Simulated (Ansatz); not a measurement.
## CaAlZn in the AlB2 type: lattice stability ahead of a resistivity run

The plan: relax CaAlZn in the AlB2 type, check its phonons, and, if the lattice is stable, compute its Eliashberg function and ρ(T).

Calculated with Ansatz 0.2.0; DFT PBE, scalar-relativistic, plane waves, PAW; PAW set soft_1.

This is a report of a sequence of runs, with most program output left out.

The structure was built from a prototype and need not be the compound's stable phase.

## Step 1: Set-up

It takes space group P-6m2 (No. 187, hexagonal). The conventional cell has a = 4.356 Å, b = 4.356 Å, c = 4.574 Å, α = 90.00°, β = 90.00°, γ = 120.00°. Ca has 6 Zn at 3.40 Å and 6 Al at 3.40 Å nearest. Nearest to Al lie 3 Zn at 2.52 Å and 6 Ca at 3.40 Å. Nearest to Zn lie 3 Al at 2.52 Å and 6 Ca at 3.40 Å. Farther neighbours are not listed.

## Step 2: Relaxation

The structure is brought to rest under this functional.

Contents of input.yaml:

```yaml
crystal:
  lattice:
    - [4.35618, 0.0, 0.0]
    - [-2.17809, 3.77256, 0.0]
    - [0.0, 0.0, 4.57399]
  atoms:
    - { symbol: Ca, position: [0.0, 0.0, 0.0] }
    - { symbol: Al, position: [0.33333333, 0.66666667, 0.5] }
    - { symbol: Zn, position: [0.66666667, 0.33333333, 0.5] }
kpoints:
  mp_grid: { grid: [9, 9, 6] }
hamiltonian:
  xc: pbe
  pseudopotentials: { kind: paw, azcp: { folder: soft_1 } }
scf:
  occupations: { method: gaussian, width: 0.1 }
output:
  forces: true
  stress: true
  eigenvalues: true
relax:
  adjacent_minimum: "off"
  f_tol: 0.005
  max_steps: 80
  cell: { stress_tol: 0.05 }
```

The run is started by

```sh
$ ansatz run input.yaml --threads 4 --pin off --max-ram 12288MiB --backend cpu --events-out ev --progress --plain --runs-dir out
```

Wall time 24 s (4 threads of Intel Xeon Platinum 8375C at 2.90GHz (Ice Lake), shared host); peak memory 0.49 GiB; 88 s of CPU time.

The steps of the relaxation:

| step | energy less that of the first step (eV) | largest force component (eV/Å) | pressure (GPa) | volume (Å³) |
| --- | --- | --- | --- | --- |
| 1 | 0.0000 | 0.0000 | -1.35 | 75.17 |
| 2 | -0.0846 | 0.0000 | -0.46 | 72.24 |
| 3 | -0.1538 | 0.0000 | -0.63 | 70.88 |
| 4 | -0.2058 | 0.0000 | 0.25 | 68.09 |
| 5 | -0.2706 | 0.0000 | -0.34 | 67.03 |
| 6 | -0.2729 | 0.0000 | 0.47 | 64.51 |
| 7 | -0.2848 | 0.0000 | -0.03 | 65.60 |
| 8 | -0.2856 | 0.0000 | 0.14 | 65.57 |
| 9 | -0.2856 | 0.0000 | 0.01 | 65.73 |
| 10* | -0.2852 | 0.0000 | 0.00 | 65.73 |

Relaxation steps marked * repeat the geometry before them on a plane-wave basis chosen anew for their cell, so energy and pressure can jump there.

The run keeps the 12 symmetry operations that it works with, so distortions that break them were not tested.

| cell as run | before | after | change |
| --- | --- | --- | --- |
| a (Å) | 4.356 | 4.614 | +5.9 % |
| b (Å) | 4.356 | 4.614 | +5.9 % |
| c (Å) | 4.574 | 3.566 | -22.0 % |
| volume (Å³/atom) | 25.06 | 21.91 | -12.6 % |

The relaxed structure:

```xyz
3
Lattice="4.6139 0.0000 0.0000 -2.3069 3.9957 0.0000 0.0000 0.0000 3.5655" Properties=species:S:1:pos:R:3 pbc="T T T"
Ca    0.0000    0.0000    0.0000
Al    0.0000    2.6638    1.7828
Zn    2.3069    1.3319    1.7828
```

Numbers from this step:

```yaml
pressure: 0.003083 GPa
volume_per_atom: 21.91 Å³/atom
metallic_on_mesh: yes
gap_on_the_k_mesh: 0 eV
```

The largest force is now zero by symmetry and the largest stress component 0.013 GPa.

## Step 3: Relaxing cell and atoms

The relaxation is repeated from the new cell as a check.

input.yaml, the sections that differ from step 2:

```yaml
crystal:
  lattice:
    - [4.613879654, 0.0, 0.0]
    - [-2.306939827, 3.9957369904, 0.0]
    - [0.0, 0.0, 3.5655444353]
  atoms:
    - { symbol: Ca, position: [0.0, 0.0, 0.0] }
    - { symbol: Al, position: [0.3333333333, 0.6666666667, 0.5] }
    - { symbol: Zn, position: [0.6666666667, 0.3333333333, 0.5] }
kpoints:
  mp_grid: { grid: [9, 9, 8] }
# hamiltonian, scf, output, relax: as in step 2
```

Wall time 10 s (4 threads); peak memory 0.51 GiB; 39 s of CPU time.

The steps of the relaxation:

| step | energy less that of the first step (eV) | largest force component (eV/Å) | pressure (GPa) | volume (Å³) |
| --- | --- | --- | --- | --- |
| 1 | 0.0000 | 0.0000 | 0.11 | 65.73 |
| 2 | -0.0033 | 0.0000 | -0.02 | 66.19 |
| 3 | -0.0044 | 0.0000 | 0.06 | 66.34 |
| 4 | -0.0044 | 0.0000 | -0.04 | 66.53 |
| 5 | -0.0045 | 0.0000 | -0.04 | 66.53 |

The log counts 1 steps on a newly chosen plane-wave basis, not all of them marked here; energy and pressure can jump at such steps.

| conventional cell, symmetrised | before | after | change |
| --- | --- | --- | --- |
| a (Å) | 4.614 | 4.582 | -0.7 % |
| b (Å) | 4.614 | 4.582 | -0.7 % |
| c (Å) | 3.566 | 3.658 | +2.6 % |
| volume (Å³/atom) | 21.91 | 22.18 | +1.2 % |

The relaxed structure:

```xyz
3
Lattice="4.5824 0.0000 0.0000 -2.2912 3.9685 0.0000 0.0000 0.0000 3.6583" Properties=species:S:1:pos:R:3 pbc="T T T"
Ca    0.0000    0.0000    0.0000
Al    0.0000    2.6456    1.8291
Zn    2.2912    1.3228    1.8291
```

This step gave:

* pressure: -0.03554 GPa
* volume per atom: 22.18 Å³/atom

The largest force is now zero by symmetry and the largest stress component 0.040 GPa.

## Step 4: Relaxing tightly for phonons

No force is left; the cell is relaxed once more with another smearing and tight thresholds.

input.yaml, the sections that differ from step 3:

```yaml
crystal:
  lattice:
    - [4.5823848638, 0.0, 0.0]
    - [-2.2911924319, 3.968461702, 0.0]
    - [0.0, 0.0, 3.6582524808]
  atoms:
    - { symbol: Ca, position: [0.0, 0.0, 0.0] }
    - { symbol: Al, position: [0.3333333333, 0.6666666667, 0.5] }
    - { symbol: Zn, position: [0.6666666667, 0.3333333333, 0.5] }
kpoints:
  mp_grid: { grid: [6, 6, 8] }
scf:
  occupations: { method: methfessel_paxton, width: 0.2 }
relax:
  adjacent_minimum: "off"
  f_tol: 0.001
  max_steps: 60
  cell: { stress_tol: 0.01 }
# hamiltonian, output: as in step 3
```

The job ended after 5.1 s (4 threads; peak memory 0.47 GiB; 19 s of CPU time).

Relaxation path:

| step | energy less that of the first step (eV) | largest force component (eV/Å) | pressure (GPa) | volume (Å³) |
| --- | --- | --- | --- | --- |
| 1 | 0.0000 | 0.0000 | -0.03 | 66.53 |
| 2 | -0.0001 | 0.0000 | 0.00 | 66.44 |
| 3 | -0.0001 | 0.0000 | 0.00 | 66.42 |
| 4 | -0.0001 | 0.0000 | 0.00 | 66.42 |

The log counts 1 steps on a newly chosen plane-wave basis, not all of them marked here; energy and pressure can jump at such steps.

| conventional cell, symmetrised | before | after | change |
| --- | --- | --- | --- |
| a (Å) | 4.582 | 4.585 | +0.1 % |
| b (Å) | 4.582 | 4.585 | +0.1 % |
| c (Å) | 3.658 | 3.647 | -0.3 % |
| volume (Å³/atom) | 22.18 | 22.14 | -0.2 % |

The relaxed structure:

```cif
data_structure
_symmetry_space_group_name_H-M 'P 1'
_symmetry_Int_Tables_number 1
_cell_length_a 4.5855
_cell_length_b 4.5855
_cell_length_c 3.6474
_cell_angle_alpha 90.000
_cell_angle_beta 90.000
_cell_angle_gamma 120.000
_cell_volume 66.42
loop_
_atom_site_label
_atom_site_type_symbol
_atom_site_fract_x
_atom_site_fract_y
_atom_site_fract_z
_atom_site_occupancy
Ca1 Ca 0.00000 0.00000 0.00000 1
Al2 Al 0.33333 0.66667 0.50000 1
Zn3 Zn 0.66667 0.33333 0.50000 1
```

This step gave:

| Quantity | Value |
| --- | --- |
| pressure | -0.004304 GPa |
| volume per atom | 22.14 Å³/atom |

The largest force is now zero by symmetry and the largest stress component 0.0061 GPa, small enough for phonons.

## Step 5: Phonons by linear response: q 2×2×2, k 4×4×4

Couplings are defined for a stable lattice alone, so phonons come first.

Contents of input.yaml:

```yaml
crystal:
  lattice:
    - [4.5854640309, 0.0, 0.0]
    - [-2.2927320154, 3.9711283389, 0.0]
    - [0.0, 0.0, 3.6474361418]
  atoms:
    - { symbol: Ca, position: [0.0, 0.0, 0.0] }
    - { symbol: Al, position: [0.3333333333, 0.6666666667, 0.5] }
    - { symbol: Zn, position: [0.6666666667, 0.3333333333, 0.5] }
kpoints:
  mp_grid: { grid: [4, 4, 4] }
hamiltonian:
  xc: pbe
  pseudopotentials: { kind: paw, azcp: { folder: soft_1 } }
scf:
  occupations: { method: methfessel_paxton, width: 0.2 }
output:
  eigenvalues: true
phonons:
  method: dfpt
  qmesh: [2, 2, 2]
  temperatures: { t_max: 1000, t_step: 50 }
  qpath:
    path:
      - [[0.0, 0.0, 0.0], [0.5, 0.0, 0.0], [0.33333333, 0.33333333, 0.0], [0.0, 0.0, 0.0], [0.0, 0.0, 0.5], [0.5, 0.0, 0.5], [0.33333333, 0.33333333, 0.5], [0.0, 0.0, 0.5]]
      - [[0.5, 0.0, 0.5], [0.5, 0.0, 0.0]]
      - [[0.33333333, 0.33333333, 0.5], [0.33333333, 0.33333333, 0.0]]
    npoints: 10
```

It took 18 s on 4 threads; peak memory 0.57 GiB.

This step gave:

- share of imaginary modes in the plain interpolation between solved wavevectors: 0.042
- highest frequency, solved or plainly interpolated: 278.6 cm⁻¹

Solved on the 2×2×2 mesh alone; all other wavevectors are interpolated. Phonon branches along the path, in cm⁻¹:

| point | branch 1 | branch 2 | branch 3 | branch 4 | branch 5 | branch 6 | branch 7 | branch 8 | branch 9 |
| --- | --- | --- | --- | --- | --- | --- | --- | --- | --- |
| Γ | 0 | 0 | 0 | 133 | 178 | 178 | 205 | 279 | 279 |
| halfway | 59 | 64 | 95 | 128 | 161 | 165 | 186 | 266 | 277 |
| M | 86 | 113 | 128 | 136 | 139 | 154 | 157 | 243 | 276 |
| halfway | 86 | 114 | 121 | 136 | 137 | 154 | 166 | 245 | 270 |
| K | 86 | 120 | 122 | 123 | 144 | 145 | 178 | 249 | 261 |
| halfway | 66 | 70 | 109 | 127 | 154 | 163 | 181 | 264 | 274 |
| Γ | 0 | 0 | 0 | 133 | 178 | 178 | 205 | 279 | 279 |
| halfway | 64 | 64 | 68 | 128 | 174 | 174 | 203 | 273 | 273 |
| A | 78 | 95 | 95 | 105 | 170 | 170 | 219 | 268 | 268 |
| halfway | -49 | 66 | 106 | 117 | 162 | 177 | 201 | 262 | 265 |
| L | -115 | 46 | 116 | 144 | 155 | 175 | 179 | 255 | 262 |
| halfway | -119 | 36 | 120 | 144 | 158 | 172 | 177 | 251 | 266 |
| H | -124 | 23 | 125 | 145 | 161 | 168 | 174 | 248 | 267 |
| halfway | -71 | 60 | 109 | 122 | 162 | 177 | 196 | 258 | 266 |
| A | 78 | 95 | 95 | 105 | 170 | 170 | 219 | 268 | 268 |
| jump to L | -115 | 46 | 116 | 144 | 155 | 175 | 179 | 255 | 262 |
| halfway | 22 | 79 | 114 | 141 | 141 | 163 | 173 | 249 | 270 |
| M | 86 | 113 | 128 | 136 | 139 | 154 | 157 | 243 | 276 |
| jump to H | -124 | 23 | 125 | 145 | 161 | 168 | 174 | 248 | 267 |
| halfway | 20 | 60 | 124 | 136 | 143 | 157 | 180 | 255 | 258 |
| K | 86 | 120 | 122 | 123 | 144 | 145 | 178 | 249 | 261 |

Lowest modes at the softest wavevector of the mesh. The modes at q = (0.000, 0.500, 0.500) (shares of kinetic energy by element, %) (negative means imaginary):

| mode | frequency (cm⁻¹) | Ca % | Al % | Zn % |
| --- | --- | --- | --- | --- |
| 1 | -114.8 | 15 | 83 | 3 |
| 2 | 46.2 | 1 | 5 | 93 |
| 3 | 115.5 | 0 | 12 | 88 |
| 4 | 143.9 | 9 | 0 | 91 |
| 5 | 154.9 | 100 | 0 | 0 |
| 6 | 175.2 | 77 | 15 | 8 |

Displacements in mode 1 (-114.8 cm⁻¹), the largest set to 1, in the home cell:
```
Ca1  0.00 -0.35  0.00
Al2  0.00  0.00 -1.00
Zn3  0.00  0.00 -0.12
```

Displacements in mode 2 (46.2 cm⁻¹), the largest set to 1, in the home cell:
```
Ca1  0.00 -0.16  0.00
Al2  0.00  0.00  0.36
Zn3  0.00  0.00 -1.00
```

Among the solved wavevectors the lowest mode, translations apart, is -115 cm⁻¹, imaginary.

## Step 6: Lattice stability: q 3×3×2, k 6×6×6

An imaginary mode on so few k-points may come from the sampling, so the phonons are repeated with another q and k mesh.

input.yaml: that of step 5 with these lines changed.

```diff
@@ -10,3 +10,3 @@
 kpoints:
-  mp_grid: { grid: [4, 4, 4] }
+  mp_grid: { grid: [6, 6, 6] }
 hamiltonian:
@@ -20,3 +20,3 @@
   method: dfpt
-  qmesh: [2, 2, 2]
+  qmesh: [3, 3, 2]
   temperatures: { t_max: 1000, t_step: 50 }
```

It took 54 s on 4 threads; peak memory 0.68 GiB.

This step gave:

| Item | Value |
| --- | --- |
| share of imaginary modes in the plain interpolation between solved wavevectors | 0.044 |
| highest frequency, solved or plainly interpolated | 288.8 cm⁻¹ |

Solved on the 3×3×2 mesh alone; all other wavevectors are interpolated. Phonon branches along the path, in cm⁻¹:

| point | branch 1 | branch 2 | branch 3 | branch 4 | branch 5 | branch 6 | branch 7 | branch 8 | branch 9 |
| --- | --- | --- | --- | --- | --- | --- | --- | --- | --- |
| Γ | 0 | 0 | 0 | 132 | 170 | 170 | 207 | 262 | 262 |
| halfway | 67 | 70 | 113 | 132 | 159 | 159 | 195 | 267 | 272 |
| M | 94 | 113 | 134 | 138 | 142 | 172 | 177 | 262 | 278 |
| halfway | 94 | 116 | 128 | 137 | 144 | 167 | 183 | 263 | 274 |
| K | 95 | 120 | 126 | 131 | 149 | 159 | 190 | 266 | 269 |
| halfway | 74 | 78 | 126 | 133 | 153 | 159 | 191 | 268 | 272 |
| Γ | 0 | 0 | 0 | 132 | 170 | 170 | 207 | 262 | 262 |
| halfway | 36 | 67 | 67 | 116 | 169 | 169 | 193 | 262 | 262 |
| A | -36 | 79 | 98 | 98 | 166 | 166 | 196 | 261 | 261 |
| halfway | -83 | 77 | 105 | 120 | 162 | 175 | 194 | 263 | 265 |
| L | -103 | 74 | 113 | 141 | 160 | 180 | 180 | 264 | 273 |
| halfway | -99 | 66 | 120 | 141 | 162 | 176 | 178 | 252 | 284 |
| H | -95 | 57 | 128 | 142 | 166 | 171 | 176 | 246 | 289 |
| halfway | -87 | 74 | 109 | 123 | 162 | 176 | 191 | 257 | 272 |
| A | -36 | 79 | 98 | 98 | 166 | 166 | 196 | 261 | 261 |
| jump to L | -103 | 74 | 113 | 141 | 160 | 180 | 180 | 264 | 273 |
| halfway | 49 | 100 | 113 | 141 | 147 | 169 | 184 | 266 | 271 |
| M | 94 | 113 | 134 | 138 | 142 | 172 | 177 | 262 | 278 |
| jump to H | -95 | 57 | 128 | 142 | 166 | 171 | 176 | 246 | 289 |
| halfway | 75 | 77 | 127 | 135 | 148 | 161 | 186 | 259 | 277 |
| K | 95 | 120 | 126 | 131 | 149 | 159 | 190 | 266 | 269 |

Lowest modes at the softest wavevector of the mesh. The modes at q = (0.333, 0.333, 0.500) (shares of kinetic energy by element, %) (negative means imaginary):

| mode | frequency (cm⁻¹) | Ca % | Al % | Zn % |
| --- | --- | --- | --- | --- |
| 1 | -95.3 | 14 | 86 | 0 |
| 2 | 57.4 | 7 | 0 | 93 |
| 3 | 127.8 | 0 | 7 | 93 |
| 4 | 141.6 | 0 | 0 | 100 |
| 5 | 165.7 | 93 | 0 | 7 |
| 6 | 171.2 | 85 | 15 | 0 |

Displacements in mode 1 (-95.3 cm⁻¹), the largest set to 1, in the home cell (x, y, z of the real part, then of the imaginary part):
```
Ca1  0.00 -0.24  0.00  0.24  0.00  0.00
Al2  0.00  0.00 -1.00  0.00  0.00  0.00
Zn3  0.00  0.00  0.00  0.00  0.00  0.00
```

Displacements in mode 4 (141.6 cm⁻¹), the largest set to 1, in the home cell (x, y, z of the real part, then of the imaginary part):
```
Ca1  0.00  0.00  0.00  0.00  0.00  0.00
Al2  0.00  0.00  0.00  0.00  0.00  0.00
Zn3  0.50 -0.87  0.00 -0.87 -0.50  0.00
```

The modes has structure finer than the step of the table below, so its rows give means over 10 cm⁻¹, whole bins alone (the curve runs from -111 to 307 cm⁻¹). Peaks (cm⁻¹: height): Al 178.4: 0.0144, 265.2: 0.0997; Ca 162.6: 0.0672, 265.2: 0.0101; Zn 91.6: 0.0285, 112.6: 0.0382, 136.3: 0.0516, 265.2: 0.00939.

Phonopy on the run's constants, 15x15x15 mesh, Gaussian sigma 3.0 cm⁻¹. Modes against wavenumber; means over each step; values in 1/cm⁻¹/cell:

| wavenumber (cm⁻¹) | Al | Ca | Zn |
| --- | --- | --- | --- |
| -100 | 0.00366 | 7.8e-4 | 3.0e-4 |
| -90 | 0.00556 | 0.00120 | 5.6e-4 |
| -80 | 0.00588 | 0.00126 | 7.2e-4 |
| -70 | 0.00212 | 4.1e-4 | 4.2e-4 |
| -60 | 0.00331 | 8.2e-4 | 8.8e-4 |
| -50 | 0.00477 | 0.00123 | 0.00132 |
| -40 | 0.00181 | 3.8e-4 | 6.1e-4 |
| -30 | 5.0e-4 | 8.4e-5 | 2.8e-4 |
| -20 | 2.8e-4 | 5.4e-5 | 2.0e-4 |
| -10 | 2.8e-5 | 5.7e-6 | 2.0e-5 |
| 0 | 1.9e-5 | 2.8e-5 | 4.6e-5 |
| 10 | 6.1e-4 | 3.3e-4 | 7.5e-4 |
| 20 | 0.00155 | 9.5e-4 | 0.00208 |
| 30 | 0.00221 | 0.00146 | 0.00305 |
| 40 | 0.00238 | 0.00165 | 0.00334 |
| 50 | 0.00201 | 0.00166 | 0.00369 |
| 60 | 0.00221 | 0.00216 | 0.00754 |
| 70 | 0.00352 | 0.00288 | 0.0189 |
| 80 | 0.00530 | 0.00311 | 0.0280 |
| 90 | 0.00549 | 0.00338 | 0.0279 |
| 100 | 0.00669 | 0.00361 | 0.0239 |
| 110 | 0.00837 | 0.00401 | 0.0329 |
| 120 | 0.00722 | 0.00340 | 0.0277 |
| 130 | 0.0103 | 0.0122 | 0.0350 |
| 140 | 0.00735 | 0.0202 | 0.0333 |
| 150 | 0.00303 | 0.0225 | 0.00562 |
| 160 | 0.00515 | 0.0567 | 0.00850 |
| 170 | 0.00954 | 0.0529 | 0.00674 |
| 180 | 0.0127 | 0.0494 | 0.00587 |
| 190 | 0.00706 | 0.0263 | 0.00347 |
| 200 | 0.00312 | 0.00646 | 3.2e-4 |
| 210 | 4.3e-4 | 3.3e-4 | 1.1e-6 |
| 220 | 4.0e-7 | 3.0e-7 | 0 |
| 230 | 0 | 0 | 0 |
| 240 | 3.6e-4 | 6.6e-6 | 4.0e-6 |
| 250 | 0.00829 | 3.5e-4 | 3.6e-4 |
| 260 | 0.0587 | 0.00490 | 0.00542 |
| 270 | 0.0731 | 0.00909 | 0.00763 |
| 280 | 0.0229 | 0.00347 | 0.00244 |
| 290 | 0.00234 | 4.0e-4 | 2.1e-4 |
| 300 | 1.2e-5 | 1.7e-6 | 8.5e-7 |

No LO-TO term; unit eigenvectors of the mass-weighted matrix. Modes at Γ, with each element's share of the kinetic energy:

| mode | frequency (cm⁻¹) | symmetry | Ca % | Al % | Zn % |
| --- | --- | --- | --- | --- | --- |
| 1 | 0.0 | unnamed | 30 | 20 | 49 |
| 2 | 0.0 | unnamed | 30 | 20 | 49 |
| 3 | 0.0 | unnamed | 30 | 20 | 49 |
| 4 | 132.2 | A2'' | 29 | 21 | 51 |
| 5 | 170.4 | E' | 61 | 0 | 39 |
| 6 | 170.4 | E' | 61 | 0 | 39 |
| 7 | 207.1 | A2'' | 41 | 59 | 0 |
| 8 | 262.4 | E' | 9 | 80 | 11 |
| 9 | 262.4 | E' | 9 | 80 | 11 |

Displacements in mode 4 (132.2 cm⁻¹), the largest set to 1:
```
Ca1  0.00  0.00 -0.96
Al2  0.00  0.00 -1.00
Zn3  0.00  0.00  1.00
```

Displacements in mode 9 (262.4 cm⁻¹), the largest set to 1:
```
Ca1 -0.28  0.00  0.00
Al2  1.00  0.00  0.00
Zn3 -0.24  0.00  0.00
```

Among the solved wavevectors the lowest mode, translations apart, is -95.3 cm⁻¹, imaginary.

## Step 7: Phonons: Fermi–Dirac smearing of 0.3 eV

The phonons are repeated on the same meshes with a wide Fermi–Dirac smearing, to see whether the soft mode comes from sharp features of the Fermi surface.

input.yaml: that of step 6 with these lines changed.

```diff
@@ -15,3 +15,3 @@
 scf:
-  occupations: { method: methfessel_paxton, width: 0.2 }
+  occupations: { method: fermi_dirac, width: 0.3 }
 output:
```

Elapsed: 64 s, on 4 threads; peak memory 0.72 GiB.

This step gave:

| Property | Result |
| --- | --- |
| share of imaginary modes in the plain interpolation between solved wavevectors | 0.0399 |
| highest frequency, solved or plainly interpolated | 284.2 cm⁻¹ |

Solved on the 3×3×2 mesh alone; all other wavevectors are interpolated. Phonon branches along the path, in cm⁻¹:

| point | branch 1 | branch 2 | branch 3 | branch 4 | branch 5 | branch 6 | branch 7 | branch 8 | branch 9 |
| --- | --- | --- | --- | --- | --- | --- | --- | --- | --- |
| Γ | 0 | 0 | 0 | 128 | 172 | 172 | 205 | 261 | 261 |
| halfway | 65 | 69 | 107 | 130 | 157 | 158 | 192 | 260 | 267 |
| M | 90 | 111 | 133 | 134 | 142 | 166 | 170 | 252 | 273 |
| halfway | 91 | 114 | 125 | 133 | 145 | 166 | 174 | 255 | 269 |
| K | 92 | 117 | 124 | 126 | 153 | 157 | 182 | 261 | 262 |
| halfway | 72 | 77 | 120 | 131 | 151 | 157 | 189 | 261 | 267 |
| Γ | 0 | 0 | 0 | 128 | 172 | 172 | 205 | 261 | 261 |
| halfway | 50 | 68 | 68 | 111 | 171 | 171 | 197 | 259 | 259 |
| A | 47 | 65 | 99 | 99 | 167 | 167 | 205 | 257 | 257 |
| halfway | -63 | 62 | 107 | 119 | 162 | 176 | 196 | 259 | 260 |
| L | -90 | 60 | 114 | 138 | 161 | 178 | 180 | 261 | 267 |
| halfway | -87 | 54 | 120 | 139 | 162 | 176 | 180 | 248 | 279 |
| H | -83 | 47 | 126 | 141 | 164 | 172 | 180 | 241 | 284 |
| halfway | -70 | 60 | 111 | 122 | 162 | 177 | 193 | 252 | 268 |
| A | 47 | 65 | 99 | 99 | 167 | 167 | 205 | 257 | 257 |
| jump to L | -90 | 60 | 114 | 138 | 161 | 178 | 180 | 261 | 267 |
| halfway | 50 | 93 | 113 | 138 | 146 | 169 | 180 | 259 | 267 |
| M | 90 | 111 | 133 | 134 | 142 | 166 | 170 | 252 | 273 |
| jump to H | -83 | 47 | 126 | 141 | 164 | 172 | 180 | 241 | 284 |
| halfway | 71 | 76 | 125 | 136 | 146 | 163 | 185 | 252 | 273 |
| K | 92 | 117 | 124 | 126 | 153 | 157 | 182 | 261 | 262 |

Lowest modes at the softest wavevector of the mesh. The modes at q = (0.333, 0.333, 0.500) (shares of kinetic energy by element, %) (negative means imaginary):

| mode | frequency (cm⁻¹) | Ca % | Al % | Zn % |
| --- | --- | --- | --- | --- |
| 1 | -83.2 | 19 | 81 | 0 |
| 2 | 47.0 | 6 | 0 | 94 |
| 3 | 125.6 | 0 | 8 | 92 |
| 4 | 141.0 | 0 | 0 | 100 |
| 5 | 164.3 | 94 | 0 | 6 |
| 6 | 172.0 | 82 | 17 | 1 |

Displacements in mode 1 (-83.2 cm⁻¹), the largest set to 1, in the home cell (x, y, z of the real part, then of the imaginary part):
```
Ca1  0.00 -0.28  0.00  0.28  0.00  0.00
Al2  0.00  0.00 -1.00  0.00  0.00  0.00
Zn3  0.00  0.00  0.00  0.00  0.00  0.00
```

Displacements in mode 6 (172.0 cm⁻¹), the largest set to 1, in the home cell (x, y, z of the real part, then of the imaginary part):
```
Ca1  0.00  0.00  1.00  0.00  0.00  0.00
Al2  0.00  0.40  0.00  0.40  0.00  0.00
Zn3  0.04  0.02  0.00 -0.02  0.04  0.00
```

Among the solved wavevectors the lowest mode, translations apart, is -83.2 cm⁻¹, imaginary.

## Step 8: Results

```yaml
phonon_run_of_the_rows_without_a_label_of_their_own: PBE, q 3×3×2, k 6×6×6
softest_mode_on_the_q_mesh: -95.3 cm⁻¹ at q = (0.333, 0.333, 0.5)
highest_frequency_solved_or_plainly_interpolated: 289 cm⁻¹
```

**Reading.** The lattice is dynamically unstable at this level: a mode at q = (0.333, 0.333, 0.5) is imaginary, 95.3i cm⁻¹, so no harmonic coupling constant or resistivity is defined for this structure. These meshes are coarse, and single modes of a metal can move by tens of cm⁻¹ with the k mesh. The coarser mesh found an imaginary mode at another wavevector, which this mesh lacks. The phonon runs are not spin-polarised. The structure was built by hand as an ordered model, and its stability against other phases was not tested.

[Logs are printed without paths, hosts, clocks, repeated set-up lines and the standing remarks that a program may print on its own settings, such as how far it seeks lower states.]

[Hosts, paths, dates, database ids (printed as entryN), source tags and the programs' standing remarks are cut or masked in the printed files.]
